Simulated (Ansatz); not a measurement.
# TiSeS monolayer, Janus: modes against uniaxial strain along the armchair direction, normal to a, with the width clamped, part 2 of 2

Wanted: the shifts of the zone-centre modes of TiSeS monolayer, Janus with strain.

Ansatz 0.2.0; DFT PBEsol, scalar-relativistic, plane waves, PAW; PAW set soft_1.

So far. Step 4 (Tight relaxation): The largest force component left is 0.21 meV/Å, within the tolerances set.

### Step 5. Zone-centre response at rest

The force constants come from the linear response of the density to a displacement.

The modes at rest are the reference of the series.

The input, input.yaml:

```yaml
crystal:
  lattice:
    - [3.4099453813, 0.0, 0.0]
    - [-1.7049726907, 2.9530993257, 0.0]
    - [0.0, 0.0, 30.0]
  atoms:
    - { symbol: Ti, position: [0.0, 0.0, 0.3353131118] }
    - { symbol: S, position: [0.3333333333, 0.6666666667, 0.3801394222] }
    - { symbol: Se, position: [0.6666666667, 0.3333333333, 0.2812141327] }
  periodic: [true, true, false]
kpoints:
  mp_grid: { grid: [15, 15, 1] }
hamiltonian:
  xc: pbesol
  pseudopotentials: { kind: paw, azcp: { folder: soft_1 }, xc_functional: pbe }
scf:
  occupations: { method: methfessel_paxton, width: 0.2 }
output:
  eigenvalues: true
phonons:
  method: dfpt
```

On the command line:

```console
ansatz run input.yaml --threads 8 --pin off --max-ram 16384MiB --backend cpu --events-out ev --progress --plain --runs-dir out
```

Numbers of over 12 decimals in the logs are rounded to 6 here.

What it wrote:

```text
[...]
Crystal: 3 atoms, lattice volume = 302.097 Å³
Basis set: ecut = 420 eV, 5909 PW (Γ), exchange–correlation on 48×48×432 points (8 copies of the dense FFT grid, shifted against one another)
Bands: 21, of which v1, the nominal top of the filled ones, is band 17 counted from 1 (16 counted from 0)
Symmetry: 6 space group operations
k-points: 64 of 225 (irreducible under 2 space group operations, time reversal used)
[...]
SCF iter   1: F=—  HF=-8787.423794 eV  |F-HF|=—  |Δ(HF+E_count)|=         —  Δρ=2.58e-2  dr2=2.58e0  ethr=3.10e-3  ⟨swp⟩=14.7  Hψ=10983  notcnv=0
[...]
SCF iter  13: F=-8786.704280 eV  HF=-8786.704280 eV  |F-HF|=4.73e-11  |Δ(HF+E_count)|=  5.64e-10  S|Δr|=    0.00e0  Δρ=1.30e-8  dr2=5.36e-13  ethr=1.00e-12  ⟨swp⟩=13.2  Hψ=9273  notcnv=0
SCF 1 converged in 13 iterations: F = -8786.704280 eV  dr2 = 5.36e-13
[...]
DFPT response loops at Γ: preconditioner auto → none (partly filled bands, converged f_vac=0.775); β = 0.50; Broyden in place of MSR1
SCF converged after 13 iterations
[...]
Free energy (F): -8786.704280 eV
[...]
Internal energy: -8786.705152 eV  (E = F + TS)
E sigma→0 (E₀):  -8786.704498 eV
Entropy (-TS):   0.000872 eV (0.291 meV/atom)
Fermi energy:    -5.438118 eV
[...]
--- Band table (eV; the first three rows and the last of 64) ---
  k-point 0: bands = [... 13 lower, -8.1148, -7.1051, -4.9839, -4.9839, -4.9358, -4.9358, -4.4495, -1.7017]
  k-point 1: bands = [... 13 lower, -8.1007, -6.9410, -5.6232, -5.4074, -4.7853, -4.5289, -4.2510, -1.9633]
  k-point 2: bands = [... 13 lower, -8.0668, -6.7714, -6.4757, -5.8180, -4.8455, -4.1756, -4.0168, -2.4075]
  k-point 63: bands = [... 13 lower, -8.5493, -8.4597, -7.8293, -7.2232, -4.5884, -4.0200, -3.6678, -2.6761]
--- Phonons (Γ-DFPT): 6 representative perturbations + reference, on 64 of 225 k-points (Σ response iterations 27) ---
  k mesh reduced under 2 symmetry operations, with k and −k counted as one. Each operation leaves every solved perturbation unchanged. A smaller set is not used because it would not reduce the number of displacements times k-points to solve
  ASR residual: 5.571e-5 → 0.000e0 eV/Å²; symmetrization residual: 3.074e-5 eV/Å²
  ASR residual per site (eV/Å²): 5.57e-5 2.96e-5 2.33e-5
  Γ frequencies (cm⁻¹): 0.00 0.00 0.00 126.05 126.05 231.33 231.33 245.44 370.87
  non-analytic LO–TO correction: not included (Born effective charges unavailable; polar crystals: no LO–TO splitting at Γ)
```

It took 36 s on 8 threads of INTEL XEON PLATINUM 8581C at 2.10GHz (Emerald Rapids), shared host; peak memory 1.9 GiB.

Numbers from this step:

| Quantity | Value |
| --- | --- |
| sum-rule residual before enforcement | 5.57e-5 eV/Å² |
| point group | 3m |
| highest optical mode at the zone centre (no LO-TO term) | 370.9 cm⁻¹ |
| lowest optical zone-centre mode | 126.0 cm⁻¹ |

Patterns of degenerate modes are one choice out of their space. Modes at Γ, with each element's share of the kinetic energy:

| mode | frequency (cm⁻¹) | symmetry | Ti % | S % | Se % |
| --- | --- | --- | --- | --- | --- |
| 1 | 0.0 | acoustic | 30 | 20 | 50 |
| 2 | 0.0 | acoustic | 30 | 20 | 50 |
| 3 | 0.0 | acoustic | 30 | 20 | 50 |
| 4 | 126.0 | E | 51 | 4 | 46 |
| 5 | 126.0 | E | 51 | 4 | 46 |
| 6 | 231.3 | E | 19 | 76 | 5 |
| 7 | 231.3 | E | 19 | 76 | 5 |
| 8 | 245.4 | A1 | 15 | 38 | 48 |
| 9 | 370.9 | A1 | 55 | 42 | 3 |

Displacements in mode 5 (126.0 cm⁻¹), the largest set to 1:
```
Ti1  0.08  1.00  0.00
S2   0.03  0.33  0.00
Se3 -0.06 -0.74  0.00
```

Displacements in mode 7 (231.3 cm⁻¹), the largest set to 1:
```
Ti1 -0.05 -0.41  0.00
S2   0.12  1.00  0.00
Se3 -0.02 -0.16  0.00
```

Before it was imposed, the acoustic sum rule was missed by 5.6e-5 eV/Å². Small misses are needed for a sound result but don't prove that mesh and cutoff are converged. The lowest optical mode is real, 126 cm⁻¹.

### Step 6. Relaxation of a member: uniaxial strain of +5 % along the armchair direction, normal to a, with the width clamped

The cell takes a uniaxial strain of +5 % along the armchair direction, normal to a, with the width clamped. The cell is held, and the atoms relax in it.

input.yaml, the sections that differ from step 5:

```yaml
crystal:
  lattice:
    - [3.4099453813, 0.0, 0.0]
    - [-1.7049726907, 3.1007542918, 0.0]
    - [0.0, 0.0, 30.0]
  atoms:
    - { symbol: Ti, position: [0.0007580722, 0.0015161444, 0.3354196627] }
    - { symbol: S, position: [0.3305540623, 0.6611081246, 0.3790723494] }
    - { symbol: Se, position: [0.6686878654, 0.3373757308, 0.2821746545] }
  periodic: [true, true, false]
output:
  forces: true
  stress: true
  eigenvalues: true
relax:
  adjacent_minimum: "off"
  f_tol: 0.001
  max_steps: 60
# kpoints, hamiltonian, scf: as in step 5
# phonons: removed
```

What it wrote:

```text
[...]
F+E_penalty+E_count = -8786.65344036 eV   max|allowed force component| = 5.259e-4 eV/Å
  cell:  # Å, volume = 317.2021 Å³
    - [3.4099453813, 2.7492890106091062e-11, 0.0]
    - [-1.704972690675, 3.100754, 0.0]
    - [0.0, 0.0, 30.0]
  atoms:
    - { symbol: Ti, position: [0.00092697, 0.00185394, 0.335454] }
    - { symbol: S, position: [0.330007, 0.660015, 0.378812] }
    - { symbol: Se, position: [0.669066, 0.338132, 0.282400] }
[key lines of the parts left out:]
SCF converged after 6 iterations
Free energy (F): -8786.653440 eV
Fermi energy:    -5.467189 eV
P = ½ c Tr σ = -1.9092 N/m
```

Elapsed: 20 s, on 8 threads; peak memory 1.1 GiB.

Step by step:

| step | energy less that of the first step (eV) | largest force component (eV/Å) |
| --- | --- | --- |
| 1 | 0.0000 | 0.0857 |
| 2 | -0.0004 | 0.0601 |
| 3 | -0.0006 | 0.0141 |
| 4 | -0.0006 | 0.0032 |
| 5 | -0.0006 | 0.0005 |

Forces are held to the 2 operations that the run works with; a distortion that breaks them can't arise in this run.

Final coordinates:

```cif
data_structure
_symmetry_space_group_name_H-M 'P 1'
_symmetry_Int_Tables_number 1
_cell_length_a 3.4099
_cell_length_b 3.5386
_cell_length_c 30.0000
_cell_angle_alpha 90.000
_cell_angle_beta 90.000
_cell_angle_gamma 118.805
_cell_volume 317.20
loop_
_atom_site_label
_atom_site_type_symbol
_atom_site_fract_x
_atom_site_fract_y
_atom_site_fract_z
_atom_site_occupancy
Ti1 Ti 0.00093 0.00185 0.33545 1
S2 S 0.33001 0.66001 0.37881 1
Se3 Se 0.66907 0.33813 0.28240 1
```

This step gave:

```yaml
area_per_atom: 3.524 Å²
```

The largest force component left is 0.53 meV/Å.

### Step 7. Zone-centre modes of the member: uniaxial strain of +5 % along the armchair direction, normal to a, with the width clamped

The zone-centre modes follow for uniaxial strain of +5 % along the armchair direction, normal to a, with the width clamped.

input.yaml, the sections that differ from step 6:

```yaml
crystal:
  lattice:
    - [3.4099453813, 0.0, 0.0]
    - [-1.7049726907, 3.1007542918, 0.0]
    - [0.0, 0.0, 30.0]
  atoms:
    - { symbol: Ti, position: [0.0009269701, 0.0018539402, 0.335453767] }
    - { symbol: S, position: [0.3300072515, 0.6600145031, 0.3788124411] }
    - { symbol: Se, position: [0.6690657783, 0.3381315565, 0.2824004585] }
  periodic: [true, true, false]
output:
  eigenvalues: true
phonons:
  method: dfpt
# kpoints, hamiltonian, scf: as in step 6
# relax: removed
```

What it wrote:

```text
zone centre: on kpoints.mp_grid the ground state, and the responses unless they are solved on pairs of k-points, stand on 64 of the mesh's 225 k-points, reduced under 2 symmetry operations, with k and −k counted as one. Each operation leaves every solved displacement unchanged or reverses it
[...]
Crystal: 3 atoms, lattice volume = 317.202 Å³
Basis set: ecut = 420 eV, 6139 PW (Γ), exchange–correlation on 48×48×432 points (8 copies of the dense FFT grid, shifted against one another)
Bands: 21, of which v1, the nominal top of the filled ones, is band 17 counted from 1 (16 counted from 0)
Symmetry: 2 space group operations
k-points: 64 of 225 (time reversal used)
[...]
SCF iter   1: F=—  HF=-8787.405959 eV  |F-HF|=—  |Δ(HF+E_count)|=         —  Δρ=2.73e-2  dr2=2.96e0  ethr=3.10e-3  ⟨swp⟩=14.2  Hψ=10648  notcnv=0
[...]
SCF iter  14: F=-8786.653440 eV  HF=-8786.653440 eV  |F-HF|=9.46e-11  |Δ(HF+E_count)|=  5.09e-10  S|Δr|=    0.00e0  Δρ=2.14e-8  dr2=1.25e-12  ethr=1.00e-12  ⟨swp⟩=13.6  Hψ=9860  notcnv=0
SCF 1 converged in 14 iterations: F = -8786.653440 eV  dr2 = 1.25e-12
[...]
SCF converged after 14 iterations
[...]
Free energy (F): -8786.653440 eV
[...]
Internal energy: -8786.656741 eV  (E = F + TS)
E sigma→0 (E₀):  -8786.654265 eV
Entropy (-TS):   0.003300 eV (1.100 meV/atom)
Fermi energy:    -5.467199 eV
[...]
--- Band table (eV; the first three rows and the last of 64) ---
  k-point 0: bands = [... 13 lower, -8.2121, -6.9512, -5.3937, -5.2684, -5.1093, -4.9830, -4.4549, -1.9612]
  k-point 1: bands = [... 13 lower, -8.1953, -6.8421, -5.9859, -5.4486, -5.0593, -4.6552, -4.3128, -2.2174]
  k-point 2: bands = [... 13 lower, -8.1513, -6.9038, -6.5832, -5.8114, -5.0650, -4.3352, -4.0940, -2.6569]
  k-point 63: bands = [... 13 lower, -8.6416, -8.3550, -7.8482, -7.1980, -4.7752, -4.2106, -3.8348, -2.8997]
[...]
ASR residual: 5.641e-5 → 0.000e0 eV/Å²; symmetrization residual: 2.995e-5 eV/Å²
  ASR residual per site (eV/Å²): 5.64e-5 4.50e-5 2.07e-5
  Γ frequencies (cm⁻¹): 0.00 0.00 0.00 124.72 128.12 227.27 228.32 240.81 349.82
[...]
```

Run time: 52 s. Hardware: 8 threads; peak memory 2 GiB.

This step gave:

- sum-rule residual before enforcement: 5.64e-5 eV/Å²
- point group: m
- highest optical mode at the zone centre (no LO-TO term): 349.8 cm⁻¹
- lowest optical zone-centre mode: 124.7 cm⁻¹

Patterns of degenerate modes are one choice out of their space. The modes at Γ (shares of kinetic energy by element, %):

| mode | frequency (cm⁻¹) | symmetry | Ti % | S % | Se % |
| --- | --- | --- | --- | --- | --- |
| 1 | 0.0 | acoustic | 30 | 20 | 50 |
| 2 | 0.0 | acoustic | 30 | 20 | 50 |
| 3 | 0.0 | acoustic | 30 | 20 | 50 |
| 4 | 124.7 | A'' | 53 | 2 | 44 |
| 5 | 128.1 | A' | 49 | 4 | 46 |
| 6 | 227.3 | A'' | 17 | 77 | 6 |
| 7 | 228.3 | A' | 21 | 75 | 4 |
| 8 | 240.8 | A' | 15 | 37 | 48 |
| 9 | 349.8 | A' | 55 | 42 | 3 |

Displacements in mode 4 (124.7 cm⁻¹), the largest set to 1:
```
Ti1  1.00  0.00  0.00
S2   0.26  0.00  0.00
Se3 -0.71  0.00  0.00
```

Displacements in mode 9 (349.8 cm⁻¹), the largest set to 1:
```
Ti1  0.00 -0.10  0.93
S2   0.00  0.12 -1.00
Se3  0.00  0.01 -0.16
```

The lowest optical mode is real, 125 cm⁻¹, and the highest lies at 349.8 cm⁻¹.

Between step 5 and this run (strain 5 %) the value for the highest optical mode at the zone centre (no LO-TO term) moves from 371 cm⁻¹ to 350 cm⁻¹ (-6 %).

### Step 8. A member of the series: uniaxial strain of -3 % along the armchair direction, normal to a, with the width clamped

The cell takes a uniaxial strain of -3 % along the armchair direction, normal to a, with the width clamped. The cell is held, and the atoms relax in it.

input.yaml, the sections that differ from step 7:

```yaml
crystal:
  lattice:
    - [3.4099453813, 0.0, 0.0]
    - [-1.7049726907, 2.8645063459, 0.0]
    - [0.0, 0.0, 30.0]
  atoms:
    - { symbol: Ti, position: [-0.0006912981, -0.0013825962, 0.3352833076] }
    - { symbol: S, position: [0.3351797501, 0.6703595002, 0.3806782206] }
    - { symbol: Se, position: [0.665511548, 0.331023096, 0.2807051385] }
  periodic: [true, true, false]
output:
  forces: true
  stress: true
  eigenvalues: true
relax:
  adjacent_minimum: "off"
  f_tol: 0.001
  max_steps: 60
# kpoints, hamiltonian, scf: as in step 7
# phonons: removed
```

What it wrote:

```text
[...]
Crystal: 3 atoms, lattice volume = 293.034 Å³
Basis set: ecut = 420 eV, 5781 PW (Γ), exchange–correlation on 48×48×432 points (8 copies of the dense FFT grid, shifted against one another)
Bands: 21, of which v1, the nominal top of the filled ones, is band 17 counted from 1 (16 counted from 0)
Symmetry: 2 space group operations
[...]
F+E_penalty+E_count = -8786.68432277 eV   max|allowed force component| = 2.908e-5 eV/Å
  cell:  # Å, volume = 293.0343 Å³
    - [3.4099453813, 2.9760344958727346e-11, 0.0]
    - [-1.704972690675, 2.864506, 0.0]
    - [0.0, 0.0, 30.0]
  atoms:
    - { symbol: Ti, position: [-0.00104788, -0.00209575, 0.335274] }
    - { symbol: S, position: [0.336209, 0.672417, 0.380944] }
    - { symbol: Se, position: [0.664839, 0.329679, 0.280448] }
[key lines of the parts left out:]
SCF converged after 5 iterations
Free energy (F): -8786.684323 eV
Fermi energy:    -5.403711 eV
P = ½ c Tr σ = 1.3263 N/m
```

Elapsed: 22 s, on 8 threads; peak memory 1 GiB; 2.7 min of CPU time.

Relaxation path:

| step | energy less that of the first step (eV) | largest force component (eV/Å) |
| --- | --- | --- |
| 1 | 0.0000 | 0.1012 |
| 2 | -0.0008 | 0.0491 |
| 3 | -0.0009 | 0.0118 |
| 4 | -0.0009 | 0.0079 |
| 5 | -0.0010 | 0.0011 |
| 6 | -0.0010 | 0.0000 |

The run keeps the 2 symmetry operations that it works with, so distortions that break them were not tested.

The relaxed structure:

```xyz
3
Lattice="3.4099 0.0000 0.0000 -1.7050 2.8645 0.0000 0.0000 0.0000 30.0000" Properties=species:S:1:pos:R:3
Ti    0.0000   -0.0060   10.0582
S     0.0000    1.9261   11.4283
Se    1.7050    0.9444    8.4134
```

This step gave:

```yaml
area_per_atom: 3.256 Å²
```

The largest force component left is 0.029 meV/Å.

### Step 9. Modes of this member: uniaxial strain of -3 % along the armchair direction, normal to a, with the width clamped

The zone-centre modes follow for uniaxial strain of -3 % along the armchair direction, normal to a, with the width clamped.

input.yaml, the sections that differ from step 8:

```yaml
crystal:
  lattice:
    - [3.4099453813, 0.0, 0.0]
    - [-1.7049726907, 2.8645063459, 0.0]
    - [0.0, 0.0, 30.0]
  atoms:
    - { symbol: Ti, position: [-0.0010478751, -0.0020957501, 0.3352742092] }
    - { symbol: S, position: [0.3362086034, 0.6724172067, 0.3809443688] }
    - { symbol: Se, position: [0.6648392717, 0.3296785434, 0.2804480887] }
  periodic: [true, true, false]
output:
  eigenvalues: true
phonons:
  method: dfpt
# kpoints, hamiltonian, scf: as in step 8
# relax: removed
```

What it wrote:

```text
[...]
Crystal: 3 atoms, lattice volume = 293.034 Å³
Basis set: ecut = 420 eV, 5781 PW (Γ), exchange–correlation on 48×48×432 points (8 copies of the dense FFT grid, shifted against one another)
Bands: 21, of which v1, the nominal top of the filled ones, is band 17 counted from 1 (16 counted from 0)
Symmetry: 2 space group operations
k-points: 64 of 225 (time reversal used)
[...]
k-point 2: bands = [... 13 lower, -8.0020, -6.7634, -6.2967, -5.8139, -4.7053, -4.0721, -3.9741, -2.2546]
  k-point 63: bands = [... 13 lower, -8.5589, -8.4517, -7.8188, -7.2351, -4.4624, -3.9060, -3.5552, -2.5406]
[...]
ASR residual: 7.593e-5 → 0.000e0 eV/Å²; symmetrization residual: 6.722e-6 eV/Å²
  ASR residual per site (eV/Å²): 7.59e-5 2.23e-5 2.37e-5
  Γ frequencies (cm⁻¹): 0.00 0.00 0.00 130.00 131.32 234.82 239.25 249.66 384.42
[...]
[key lines of the parts left out:]
SCF converged after 13 iterations
Free energy (F): -8786.684323 eV
Fermi energy:    -5.403716 eV
```

Wall time 49 s (8 threads); peak memory 1.9 GiB; 5.5 min of CPU time.

This step gave:

```yaml
sum_rule_residual_before_enforcement: 7.59e-5 eV/Å²
highest_optical_mode_at_the_zone_centre_no_lo_to_term: 384.4 cm⁻¹
lowest_optical_zone_centre_mode: 130 cm⁻¹
```

Patterns of degenerate modes are one choice out of their space. The modes at Γ (shares of kinetic energy by element, %):

| mode | frequency (cm⁻¹) | symmetry | Ti % | S % | Se % |
| --- | --- | --- | --- | --- | --- |
| 1 | 0.0 | acoustic | 30 | 20 | 50 |
| 2 | 0.0 | acoustic | 30 | 20 | 50 |
| 3 | 0.0 | acoustic | 30 | 20 | 50 |
| 4 | 130.0 | A' | 48 | 5 | 47 |
| 5 | 131.3 | A'' | 46 | 6 | 48 |
| 6 | 234.8 | A' | 22 | 75 | 3 |
| 7 | 239.2 | A'' | 24 | 73 | 3 |
| 8 | 249.7 | A' | 15 | 37 | 48 |
| 9 | 384.4 | A' | 55 | 42 | 3 |

The lowest optical mode is real, 130 cm⁻¹, and the highest lies at 384.4 cm⁻¹.

For the highest optical mode at the zone centre (no LO-TO term), step 5 gave 371 cm⁻¹; this run, with strain -3 %, gives 384 cm⁻¹ (+4 %).

### Step 10. All members side by side

The members are set side by side, also those not shown above.

Energies are extrapolated to zero smearing, and E0 is that at rest; the cell is clamped and the atoms are relaxed; all runs use 15×15×1 k points and Methfessel-Paxton smearing of 0.2 eV. State of the crystal along the series:

| strain (%) | E - E0 (meV/atom) |
| --- | --- |
| -3 | 6.577 |
| -2 | 2.871 |
| -1 | 0.7043 |
| 0 | 0 |
| 1 | 0.6819 |
| 2 | 2.704 |
| 3 | 6.057 |
| 4 | 10.75 |
| 5 | 16.74 |

Optical modes are counted from below at rest and tracked from member to member by their patterns, and modes that stay within 0.3 cm⁻¹ of each other stand once; labels, where given, are those at rest, then, where named, those of the strained cell; the cell is clamped and the atoms are relaxed; all runs use 15×15×1 k points and Methfessel-Paxton smearing of 0.2 eV. Optical modes along the series:

| strain (%) | optical mode 1 E to A'' single part (cm⁻¹) | optical mode 2 E to A' single part (cm⁻¹) | optical mode 3 E to A'' single part (cm⁻¹) | optical mode 4 E to A' single part (cm⁻¹) | optical mode 5 A1 to A' (cm⁻¹) | optical mode 6 A1 to A' (cm⁻¹) |
| --- | --- | --- | --- | --- | --- | --- |
| -3 | 131.3 | 130 | 239.2 | 234.8 | 249.7 | 384.4 |
| -2 | 128.2 | 127.7 | 235.4 | 232.9 | 248.5 | 379.9 |
| -1 | 126.6 | 126 | 232.8 | 231.6 | 247 | 375.4 |
| 0 | 126 | 126 | 231.3 | 231.3 | 245.4 | 370.9 |
| 1 | 126.1 | 128 | 230.6 | 232.1 | 244.3 | 366.4 |
| 2 | 126.8 | 130.9 | 230.2 | 233.4 | 243.5 | 362 |
| 3 | 127.5 | 133.2 | 230 | 234.1 | 243 | 357.9 |
| 4 | 127.3 | 132.7 | 229.2 | 232.5 | 242.2 | 353.8 |
| 5 | 124.7 | 128.1 | 227.3 | 228.3 | 240.8 | 349.8 |

Value and slope at zero strain of a cubic (a lower polynomial where under five rows exist) through the rows within 2 % of rest. Slopes at rest:

| mode | frequency (cm⁻¹) | shift per percent of strain (cm⁻¹) |
| --- | --- | --- |
| optical mode 1 E to A'' single part | 126 | -0.18 |
| optical mode 2 E to A' single part | 126.1 | 1.07 |
| optical mode 3 E to A'' single part | 231.3 | -1.08 |
| optical mode 4 E to A' single part | 231.4 | 0.31 |
| optical mode 5 A1 to A' | 245.5 | -1.38 |
| optical mode 6 A1 to A' | 370.9 | -4.51 |

### Step 11. Outcome

```yaml
members: 9
highest_optical_mode_at_the_zone_centre_no_lo_to_term_at_rest: 370.9 cm⁻¹
optical_mode_3_e_to_a_single_part_shift_per_percent: -1.08 cm⁻¹
optical_mode_4_e_to_a_single_part_shift_per_percent: 0.31 cm⁻¹
optical_mode_5_a1_to_a_shift_per_percent: -1.38 cm⁻¹
optical_mode_6_a1_to_a_shift_per_percent: -4.51 cm⁻¹
```

**Reading.** The strain lowers the symmetry: the level at 231.3 cm⁻¹ splits, into 227.3 and 228.3 cm⁻¹ at +5 %. Within 2 % of rest several modes bend away from a straight line, so single slopes hold only near rest. The fastest shift in the table of slopes is -4.5 cm⁻¹ for each percent (optical mode 6 A1 to A'). The width is clamped, so the contraction across the strain that a free sheet shows is left out. These are harmonic frequencies at zero temperature: anharmonic shifts, linewidths and thermal expansion are left out. With no gap, or one that is small against the smearing, the frequencies hang on the k mesh and the smearing, most of all near Kohn anomalies. A semilocal functional can close a gap that the real compound would have, so the metallic treatment may be an artefact of the level. The starting cell was built on a prototype and not taken from a measurement. The PAW files were made for PBE; the program adapts parts of them to the functional of the run, but their partial waves stay those of PBE, an approximation that was not tested in this session. Only the zone centre was solved, so an instability at another wavevector cannot show here.

[Logs are printed without paths, hosts, clocks, repeated set-up lines and the standing remarks that a program may print on its own settings, such as how far it seeks lower states.]

[Hosts, paths, dates, database ids (printed as entryN), source tags and the programs' standing remarks are cut or masked in the printed files.]
